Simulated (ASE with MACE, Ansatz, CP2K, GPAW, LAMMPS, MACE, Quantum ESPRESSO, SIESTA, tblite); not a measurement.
# Machine-learned potentials runs on aqueous Ca2+ and HSO4-, 2.3 mol of salt per kg of water at 360 K (85 atoms)

How do the settings of machine-learned potentials change the result for aqueous Ca2+ and HSO4-, 2.3 mol of salt per kg of water at 360 K (85 atoms)? A plane-wave run serves as the yardstick.

Calculated with ASE with MACE; the method is named at each step.

## (1) Starting point

The cell holds 85 atoms: 32 O, 2 S, 50 H and 1 Ca. Its edges and angles: a = 9.346 Å, b = 9.346 Å, c = 9.346 Å, α = 90.0°, β = 90.0°, γ = 90.0°. 24 H2O, 1 Ca2+, 2 HSO4- placed at random, at 1.36 g/cm³; overlaps pushed apart, then 10 ps at 420 K with divalent ions of Li, Roberts, Chakravorty and Merz (J. Chem. Theory Comput. 9, 2733 (2013)); MMFF94 bonds, angles, torsions, charges and radii (Halgren, J. Comput. Chem. 17, 490 (1996)) in harmonic and 12-6 forms; SPC/E water (Berendsen, Grigera and Straatsma, J. Phys. Chem. 91, 6269 (1987)). Snapshot after 20 ps at 360 K and fixed volume.

The yardstick, on the same geometry:

```
method                                           : Kohn-Sham DFT, PBE, SSSP efficiency 1.3.0 pseudopotentials, plane waves (Quantum ESPRESSO 7.5); sssp-pbe-1.3.0-efficiency, cutoffs 60/480 Ry, Γ point
r.m.s. force component                           : 0.6261 eV/Å
longest force                                    : 2.241 eV/Å
pressure                                         : -1.035 GPa
gap (highest filled to lowest empty level) : 4.103 eV
time                                             : 2 min on 2 MPI ranks of Arm Neoverse V1, shared host
CPU time                                         : 4.1 min
```

## (2) MACE MPA-0 medium potential

Method: machine-learned interatomic potential MACE MPA-0 medium, trained on PBE(+U) plane-wave data.

The input, run.py:

```python
import numpy as np
from ase.io import read
import mlip  # loads the published weights by name

atoms = read("structure.xyz")
atoms.calc = mlip.calc("mace-mpa-0-medium")
energy = atoms.get_potential_energy()
forces = atoms.get_forces()
print(f"energy {energy:.6f} eV")
print("forces (eV/A)")
for i, (a, f) in enumerate(zip(atoms, forces)):
    print(f"{i:4d} {a.symbol:2s} {f[0]:10.5f} {f[1]:10.5f} {f[2]:10.5f}")
stress = -atoms.get_stress(voigt=False) * 160.21766
print("stress (GPa, compression positive)")
for row in stress:
    print(" ".join(f"{x:10.4f}" for x in row))
```

The input, structure.xyz:

```xyz
85
Lattice="9.34568 0.00000 0.00000 0.00000 9.34568 0.00000 0.00000 0.00000 9.34568" Properties=species:S:1:pos:R:3 pbc="T T T"
O 2.64053 6.55637 8.90157
S 2.44474 5.56143 0.81765
O 0.97653 5.44937 0.94569
O 3.09716 6.18422 1.99269
O 3.09501 4.34387 0.34878
H 2.26278 7.45626 9.20821
O 5.84413 0.56981 8.56831
S 7.34113 0.01692 8.72251
O 8.02373 0.41504 7.51439
O 7.14197 7.88504 8.78447
O 7.77028 0.71186 0.55700
H 5.76498 1.52335 8.83419
O 2.43436 8.53307 4.82303
H 2.85314 9.03082 5.58255
H 3.10127 8.42803 4.08528
O 6.48758 4.52854 5.69853
H 7.09216 3.73248 5.67264
H 5.70956 4.33686 6.29684
O 5.73666 7.42318 6.40768
H 4.83835 7.86243 6.41665
H 6.07095 7.32888 7.34542
O 3.71902 0.25560 6.88814
H 3.02445 0.84027 7.30729
H 4.61368 0.46551 7.28253
O 3.16968 4.56209 3.91612
H 3.24463 5.12031 3.08978
H 2.78613 5.11340 4.65705
O 6.13778 4.87471 2.81520
H 6.68160 4.71751 1.99091
H 5.63498 4.04182 3.04669
O 6.68356 2.32334 3.01230
H 6.92655 2.31735 3.98229
H 7.46299 2.00708 2.47147
O 7.70430 7.58122 2.29193
H 7.97570 8.51214 2.04745
H 7.47991 7.07066 1.46185
O 8.22158 2.35735 5.66694
H 8.31607 1.71961 6.43132
H 9.11671 2.74202 5.44124
O 2.55595 8.97568 0.79999
H 1.82091 0.18093 1.19531
H 3.27183 8.83503 1.48391
O 7.62869 8.93129 4.76218
H 8.27392 0.06720 4.16911
H 7.81766 9.16157 5.71675
O 2.34446 5.83180 6.27777
H 2.67791 6.06581 7.19103
H 2.29820 6.65898 5.71778
O 0.86074 1.92428 0.88840
H 9.29362 1.89848 0.48084
H 1.19550 2.86651 0.89690
O 0.06617 0.98335 3.27379
H 0.42224 1.14270 2.35306
H 0.61055 1.49886 3.93556
O 4.25789 3.96603 7.03720
H 3.88677 4.10107 7.95598
[... 25 atom lines left out ...]
O 1.31634 1.55428 7.33729
H 1.36054 2.04278 8.20878
H 0.62139 0.83737 7.39197
Ca 7.10786 6.55385 4.46303
```

On the command line:

```bash
$ OMP_NUM_THREADS=1 python run.py > output.txt
```

Log:

```text
energy -425.961150 eV
forces (eV/A)
   0 O    -0.03158    0.49757    0.75106
   1 S    -1.17256    1.08032    0.04326
   2 O     0.73187   -0.40513    0.12461
   3 O    -0.47917   -0.08787   -1.46052
   4 O    -0.22962   -0.27453   -0.25620
   5 H     0.73584   -0.01460   -0.05587
   6 O    -0.51641   -0.41162   -0.58328
   7 S    -1.95019   -0.26434   -0.15626
   8 O     1.09366   -0.34992   -0.65966
   9 O     0.54655    1.90088   -0.12649
  10 O     1.25294   -0.23297    1.22872
  11 H     0.02828    0.18102    0.58327
  12 O     0.16932   -0.44122   -0.44084
  13 H     0.40811   -0.34758   -0.74458
  14 H    -0.50951    0.26753    1.18880
  15 O     0.28310   -0.15215   -0.09700
  16 H    -0.32437    0.30137    0.45535
  17 H     0.37978    0.04954   -0.28458
  18 O    -0.56328    0.07323    0.56677
  19 H     1.05859   -0.51419    0.15188
  20 H    -0.65330    0.29997   -1.00270
  21 O     0.28904    0.40057    0.37279
  22 H     0.39145   -0.41527   -0.14467
  23 H    -0.88565   -0.04262   -0.18274
[...]
77 H    -0.61492    0.53626   -0.02604
  78 O    -0.64228    0.33663   -0.40770
  79 H     0.60874   -0.19606    0.92562
  80 H    -0.27696    0.34977   -0.72630
  81 O     0.18993   -0.38360    0.42893
  82 H    -0.47971   -0.83736   -0.80728
  83 H     0.66037    0.93195    0.39163
  84 Ca   -0.23275   -0.01537   -0.03408
stress (GPa, compression positive)
   -0.8877     0.0601    -0.0676
    0.0601     0.4478    -0.4656
   -0.0676    -0.4656    -0.8252
```

The job ended after 10 s (1 thread of Arm Neoverse V1, shared host; peak memory 1.2 GiB).

Banners, paths, timers and routine set-up lines are dropped from the logs unmarked, and long logs keep their key lines alone; longer cuts are marked.

Compared with the plane-wave run:

| Quantity | Value |
| --- | --- |
| r.m.s. force component | 0.5947 eV/Å |
| r.m.s. difference of force components | 88.28 meV/Å |
| longest difference of force vectors | 547.3 meV/Å |
| force difference over r.m.s. force | 14.1 % |
| slope of forces against the reference's | 0.9412 |
| correlation of force components | 0.9909 |
| pressure | -0.4217 GPa |
| pressure difference | 0.6136 GPa |

Length of the force difference by element (eV/Å):

| element | atoms | mean | most |
| --- | --- | --- | --- |
| Ca | 1 | 0.056 | 0.056 |
| H | 50 | 0.086 | 0.16 |
| O | 32 | 0.15 | 0.55 |
| S | 2 | 0.30 | 0.30 |

The surroundings of O10, which bears the longest force, nearest first, numbered as they follow in the input and with coordinates relative to it.

| atom | x | y | z | distance (Å) | bonds | Fx | Fy | Fz (eV/Å) |
| --- | --- | --- | --- | --- | --- | --- | --- | --- |
| O10 | 0.00 | 0.00 | 0.00 | 0.00 | 1 | 0.55 | 1.90 | -0.13 |
| S8 | 0.20 | 1.48 | -0.06 | 1.49 | 4 | -1.95 | -0.26 | -0.16 |
| H66 | 0.02 | -1.56 | 0.31 | 1.59 | 1 | -0.77 | -0.70 | 0.30 |
| H21 | -1.07 | -0.56 | -1.44 | 1.88 | 1 | -0.65 | 0.30 | -1.00 |
| H36 | 0.34 | -0.81 | 2.02 | 2.21 | 1 | 0.20 | 0.87 | 0.97 |
| H77 | 1.48 | -0.69 | -1.51 | 2.22 | 1 | 0.49 | -0.75 | -1.01 |
| O7 | -1.30 | 2.03 | -0.22 | 2.42 | 2 | -0.52 | -0.41 | -0.58 |
| O9 | 0.88 | 1.88 | -1.27 | 2.43 | 1 | 1.09 | -0.35 | -0.66 |
| O64 | -0.36 | -2.39 | 0.72 | 2.52 | 2 | -0.65 | -0.24 | 0.04 |
| O11 | 0.63 | 2.17 | 1.12 | 2.52 | 1 | 1.25 | -0.23 | 1.23 |

Atoms are counted from 1 here, from 0 in the log.

Forces lie 14 % from the reference's, at 0.041 times its CPU time (on 1 against 2 cores).

## (3) MACE MP-0b3 medium potential

Method: machine-learned interatomic potential MACE MP-0b3 medium, trained on PBE(+U) plane-wave data.

run.py: that of step 2 with these lines changed.

```diff
@@ -5,3 +5,3 @@
 atoms = read("structure.xyz")
-atoms.calc = mlip.calc("mace-mpa-0-medium")
+atoms.calc = mlip.calc("mace-mp-0b3-medium")
 energy = atoms.get_potential_energy()
```

structure.xyz is that of step 2.

Log:

```text
energy -426.177749 eV
forces (eV/A)
   0 O    -0.05640    0.50178    0.75675
   1 S    -1.18052    1.15388   -0.07454
   2 O     0.75441   -0.38412    0.15894
   3 O    -0.42846   -0.10901   -1.38305
   4 O    -0.10380   -0.39595   -0.16904
   5 H     0.65059   -0.03298   -0.00671
   6 O    -0.51242   -0.44920   -0.53750
   7 S    -1.83278   -0.26523   -0.27356
   8 O     1.02769   -0.30160   -0.71654
   9 O     0.53832    1.79722   -0.06506
  10 O     1.18504   -0.22549    1.23520
  11 H     0.03732    0.26049    0.58573
  12 O     0.13383   -0.47534   -0.51622
  13 H     0.46894   -0.30844   -0.67376
  14 H    -0.50689    0.31887    1.24024
  15 O     0.26997   -0.12000   -0.09492
  16 H    -0.29340    0.25631    0.44969
  17 H     0.31385    0.01926   -0.23931
  18 O    -0.55413    0.07985    0.50490
  19 H     1.01367   -0.46425    0.16345
  20 H    -0.59572    0.29872   -0.92218
  21 O     0.26695    0.37989    0.36956
  22 H     0.38043   -0.41006   -0.16077
  23 H    -0.84661   -0.08690   -0.16144
[...]
77 H    -0.59652    0.52772   -0.00806
  78 O    -0.62624    0.33216   -0.40071
  79 H     0.60747   -0.17847    0.90690
  80 H    -0.29871    0.31632   -0.73213
  81 O     0.21440   -0.37144    0.43008
  82 H    -0.49371   -0.82356   -0.81362
  83 H     0.58956    0.91243    0.40346
  84 Ca   -0.24123    0.02052   -0.02170
stress (GPa, compression positive)
   -1.3409    -0.0011    -0.0996
   -0.0011    -0.1344    -0.4371
   -0.0996    -0.4371    -1.4420
```

Elapsed: 9.5 s, on 1 thread; peak memory 1.3 GiB.

Numbers from this run, and their distance from the reference:

```
r.m.s. force component                  : 0.5754 eV/Å
r.m.s. difference of force components   : 90.02 meV/Å
longest difference of force vectors     : 517.5 meV/Å
force difference over r.m.s. force      : 14.38 %
slope of forces against the reference's : 0.912
correlation of force components         : 0.9923
pressure                                : -0.9724 GPa
pressure difference                     : 0.0629 GPa
```

Against the first run (14 %), the force difference from the reference is 14 %, at 0.95 times the CPU time.

## (4) MACE MP-0b2 small potential

Method: machine-learned interatomic potential MACE MP-0b2 small, trained on PBE(+U) plane-wave data.

run.py: that of step 3 with these lines changed.

```diff
@@ -5,3 +5,3 @@
 atoms = read("structure.xyz")
-atoms.calc = mlip.calc("mace-mp-0b3-medium")
+atoms.calc = mlip.calc("mace-mp-0b2-small")
 energy = atoms.get_potential_energy()
```

structure.xyz is that of step 3.

Log:

```text
energy -426.143308 eV
forces (eV/A)
   0 O    -0.04124    0.47789    0.81687
   1 S    -1.20108    1.18620   -0.09883
   2 O     0.78797   -0.38980    0.18452
   3 O    -0.49157   -0.13813   -1.41142
   4 O    -0.10952   -0.36629   -0.22488
   5 H     0.71454   -0.02348   -0.01833
   6 O    -0.43784   -0.40895   -0.54997
   7 S    -1.96428   -0.33025   -0.19019
   8 O     1.09542   -0.26660   -0.81895
   9 O     0.52868    1.74877   -0.11257
  10 O     1.18818   -0.19400    1.22397
  11 H     0.03356    0.20651    0.59372
  12 O     0.21834   -0.43474   -0.38819
  13 H     0.37956   -0.32936   -0.72735
  14 H    -0.52699    0.29382    1.17308
  15 O     0.35432   -0.14259   -0.13031
  16 H    -0.35140    0.32242    0.43182
  17 H     0.33902    0.02207   -0.22145
  18 O    -0.54638    0.10599    0.53900
  19 H     1.03172   -0.52646    0.16951
  20 H    -0.61011    0.28305   -0.93668
  21 O     0.29411    0.44310    0.39850
  22 H     0.38287   -0.43407   -0.20524
  23 H    -0.91903   -0.05575   -0.17204
[...]
77 H    -0.62701    0.54489   -0.03406
  78 O    -0.65919    0.29669   -0.41763
  79 H     0.61408   -0.20501    0.89936
  80 H    -0.27060    0.36431   -0.71220
  81 O     0.24667   -0.35321    0.41155
  82 H    -0.48064   -0.79874   -0.80061
  83 H     0.60255    0.88110    0.39085
  84 Ca   -0.28646   -0.07608   -0.05817
stress (GPa, compression positive)
   -1.4765     0.1062    -0.1108
    0.1062    -0.1981    -0.4222
   -0.1108    -0.4222    -1.3896
```

Elapsed: 7.3 s, on 1 thread; peak memory 0.67 GiB.

Compared with the plane-wave run:

* r.m.s. force component: 0.5817 eV/Å
* r.m.s. difference of force components: 86.75 meV/Å
* longest difference of force vectors: 488.9 meV/Å
* force difference over r.m.s. force: 13.86 %
* slope of forces against the reference's: 0.9219
* correlation of force components: 0.9924
* pressure: -1.021 GPa
* pressure difference: 0.0139 GPa

Against the first run (14 %), the force difference from the reference is 14 %, at 0.73 times the CPU time.

## (5) All runs compared

Differences are against the plane-wave reference, forces as r.m.s. over components; share is that over the reference's r.m.s. force, slope the least-squares factor from reference forces to these. Total energies of different programs have different zeros and aren't compared.

| run | Δ force, r.m.s. (meV/Å) | share (%) | slope | Δ pressure (GPa) | cores | CPU time | memory (GiB) |
| --- | --- | --- | --- | --- | --- | --- | --- |
| reference | - | - | - | - | 2 | 4.1 min | 2.0 |
| MACE MPA-0 medium potential | 88.3 | 14.1 | 0.941 | 0.614 | 1 | 10 s | 1.2 |
| MACE MP-0b3 medium potential | 90.0 | 14.4 | 0.912 | 0.0629 | 1 | 9.5 s | 1.3 |
| MACE MP-0b2 small potential | 86.7 | 13.9 | 0.922 | 0.0139 | 1 | 7.3 s | 0.67 |

Times of the machine-learned potentials are mostly Python's start and the loading of weights.

CPU time is summed over cores on a shared host, where runs went side by side, so it is rough. Symmetry, cutoffs, thresholds, outputs and thread counts weren't matched or tuned between programs; memory under MPI is the largest rank's times the ranks.

## (6) Results

| Property | Result |
| --- | --- |
| nearest in forces | a tie at 14 % of 3 runs: MACE MPA-0 medium potential; MACE MP-0b3 medium potential; MACE MP-0b2 small potential |

In words: Machine-learned potentials differ by 14 % in each run; they were trained on other programs' data. The reference's pressure holds the uncorrected Pulay stress of its 60 Ry basis, so small pressure differences, and their order, may be the reference's own error. Machine-learned potentials mimic data converged in k, so the reference's own k-point error enters their differences. The network of contacts between molecules at the start is that of the classical potential that made the cell, and needn't be the one that DFT or experiment would give. The concentration wasn't checked against solubility and may exceed it. The reference's PBE has no dispersion term, which matters for the binding between molecules or layers. The density was typed from a rule of thumb and may lie off the real one at this temperature. The electronic-structure runs sample only Γ, in a cell whose shortest periodic width is 9 Å.

[Also dropped from logs without a mark: logging warnings of Python, and SIESTA's first energy breakdown and zero terms.]

[Logs are printed without paths, hosts, clocks, repeated set-up lines and the standing remarks that a program may print on its own settings, such as how far it seeks lower states.]

[Hosts, paths, dates, database ids (printed as entryN), source tags and the programs' standing remarks are cut or masked in the printed files.]

[The MMFF94 radii named for the starting cell were scaled by 0.96; in molecules described by MMFF94, hydrogen bound to N, O or S took a small fixed 12-6 site in their place.]
